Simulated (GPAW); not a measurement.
Consider zinc-blende (ZnS)1-x(ZnSe)x, x = 0.125.

```xyz
16
Lattice="0.0000 5.4422 5.4422 5.4422 0.0000 5.4422 5.4422 5.4422 0.0000" Properties=species:S:1:pos:R:3 pbc="T T T"
Zn    5.4894    5.4788   10.8614
S     1.3726    1.3617    1.3747
Zn    8.1212    8.1187   10.8371
Se    4.0806    4.0753    1.3586
Zn    2.7399    5.4380    8.1663
S     4.0854    1.3572    4.0901
Zn    5.4821    8.1263    8.2084
S     6.8056    4.0903    4.0807
Zn    5.4521    2.7345    8.1608
S     1.3687    4.0858    4.0823
Zn    8.1334    5.4853    8.1963
S     4.0936    6.8093    4.0741
Zn    8.1604    8.1596    5.4406
S     4.0843    4.0774    6.7983
Zn    5.4377    5.4434    5.4439
S     6.7993    6.8033    6.7999
```

Absorber: atom 1, with 3 S at 2.34 Å and 1 Se at 2.42 Å (distorted tetrahedral). Method: GPAW, PBE, excited-electron core hole (neutral cell), 16-atom cell with 7.7 Å between holes, 4×4×4 k points, dipole transitions, Gaussian full width 1.67 eV up to 4 eV, rising linearly to 3.5 eV at 25 eV.

Q: What does the Zn K edge look like?

Main maxima up to 27 eV above the zero (height): 4.8 eV (2.03), 8.8 eV (0.99) and 12.4 eV (1.05). A K edge sees empty p states on the absorber. The total-energy difference is 9692.79 eV. One term is added: -30.96 eV, since the hole is spin-paired here and a spin-polarised one costs that much less in the free atom (computed apart). The photon energy is then 9661.83 eV. The tabulated edge of the element is 9659 eV. The functional leaves an error of a few eV in such absolute values.

The Zn K spectrum (energy from the bottom of the conduction band, which holds the excited electron; intensity scaled to a mean of 1 over the first 20 eV):

| E (eV) | intensity |
| --- | --- |
| -2.0 | 0.00 |
| -1.5 | 0.00 |
| -1.0 | 0.00 |
| -0.5 | 0.01 |
| 0.0 | 0.03 |
| 0.5 | 0.09 |
| 1.0 | 0.22 |
| 1.5 | 0.44 |
| 2.0 | 0.71 |
| 2.5 | 0.94 |
| 3.0 | 1.12 |
| 3.5 | 1.34 |
| 4.0 | 1.66 |
| 4.5 | 1.95 |
| 5.0 | 2.01 |
| 5.5 | 1.73 |
| 6.0 | 1.31 |
| 6.5 | 0.97 |
| 7.0 | 0.80 |
| 7.5 | 0.80 |
| 8.0 | 0.90 |
| 8.5 | 0.98 |
| 9.0 | 0.98 |
| 9.5 | 0.92 |
| 10.0 | 0.87 |
| 10.5 | 0.88 |
| 11.0 | 0.93 |
| 11.5 | 0.99 |
| 12.0 | 1.04 |
| 12.5 | 1.05 |
| 13.0 | 1.04 |
| 13.5 | 1.02 |
| 14.0 | 1.01 |
| 14.5 | 1.00 |
| 15.0 | 1.01 |
| 15.5 | 1.01 |
| 16.0 | 1.00 |
| 16.5 | 0.99 |
| 17.0 | 0.98 |
| 17.5 | 0.97 |
| 18.0 | 0.96 |
| 18.5 | 0.94 |
| 19.0 | 0.91 |
| 19.5 | 0.86 |
| 20.0 | 0.82 |
| 20.5 | 0.78 |
| 21.0 | 0.75 |
| 21.5 | 0.75 |
| 22.0 | 0.76 |
| 22.5 | 0.79 |
| 23.0 | 0.82 |
| 23.5 | 0.83 |
| 24.0 | 0.84 |
| 24.5 | 0.85 |
| 25.0 | 0.85 |
| 25.5 | 0.87 |
| 26.0 | 0.90 |
| 26.5 | 0.94 |
| 27.0 | 0.98 |
| 27.5 | 1.01 |

The script folds with a Gaussian, whereas the core hole's own line is a Lorentzian, so the onset is too steep and the first peak too high.

[Banner, clock and machine lines of the logs are left out without a mark of their own.]

[Logs are printed without paths, hosts, clocks, repeated set-up lines and the standing remarks that a program may print on its own settings, such as how far it seeks lower states.]

[Hosts, paths, dates, database ids (printed as entryN), source tags and the programs' standing remarks are cut or masked in the printed files.]

[Lists of maxima count a maximum above −3 eV only where it reaches 4 % of the highest in the window and stands out from its surroundings by 2 % of it (1.5 % where it reaches 55 %); shoulders and weaker maxima are passed over, and of the rest the first, up to two pre-edge ones and the few strongest are named.]
